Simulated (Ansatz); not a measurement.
PtSe2 (1T monolayer), computed twice by G0W0.

The cell holds 3 atoms: 1 Pt and 2 Se. Its edges and angles: a = 3.675 Å, b = 3.675 Å, c = 28.400 Å, α = 90.0°, β = 90.0°, γ = 120.0°. Vacuum lies along c.

```xyz
3
Lattice="3.6755 0.0000 0.0000 -1.8377 3.1831 0.0000 0.0000 0.0000 28.4000" Properties=species:S:1:pos:R:3
Pt    0.0000    0.0000   14.2000
Se    0.0000    2.1220   15.4884
Se    1.8377    1.0610   12.9116
```

The structure was relaxed with LDA. The runs that relaxed it are not among those shown. Spin-orbit coupling is left out unless a run names it. PAW set soft_2, made with PBE.

The first (Ansatz 0.2.0; start LDA, 6×6×1 mesh, 441 empty bands, screening to 70 eV; 1 × NVIDIA H100 80GB HBM3 (shared by 6 runs) with 3 threads of AMD EPYC 7R13 (Zen 3), shared host) gave, on its mesh: starting gap 1.68 eV, G0W0 gap 2.52 eV, mean of 1 + 4πα/V (set by the cell height) 3.29, 29 s.

The second gave: starting gap 1.68 eV, G0W0 gap 2.42 eV, mean of 1 + 4πα/V (set by the cell height) 3.35, 31 s.

Q: What was changed in the input? Choose among start, files, mesh, bands and cutoff, frequency model or another key.

Changed: empty bands from 441 to 176 and screening cutoff (eV) from 70.0 to 38. The starting gap stayed, which rules out the functional and points to the GW step. Other changes could give like numbers; this is the one that was made.

Limits: not at the basis limit; coarse mesh for a sheet; no spin polarisation; d states lean on the start; no spin-orbit coupling.

[Paths, hosts, dates, memory and timing lines, banners, echoed tables and standing remarks are left out of the program output.]

[Logs are printed without paths, hosts, clocks, repeated set-up lines and the standing remarks that a program may print on its own settings, such as how far it seeks lower states.]

[Runs of the session that timed out or met a known fault of the program may be left out.]

[Cells called generated may have been cut or substituted from an entry of the Crystallography Open Database or the Materials Project.]

[Hosts, paths, dates, database ids (printed as entryN), source tags and the programs' standing remarks are cut or masked in the printed files.]
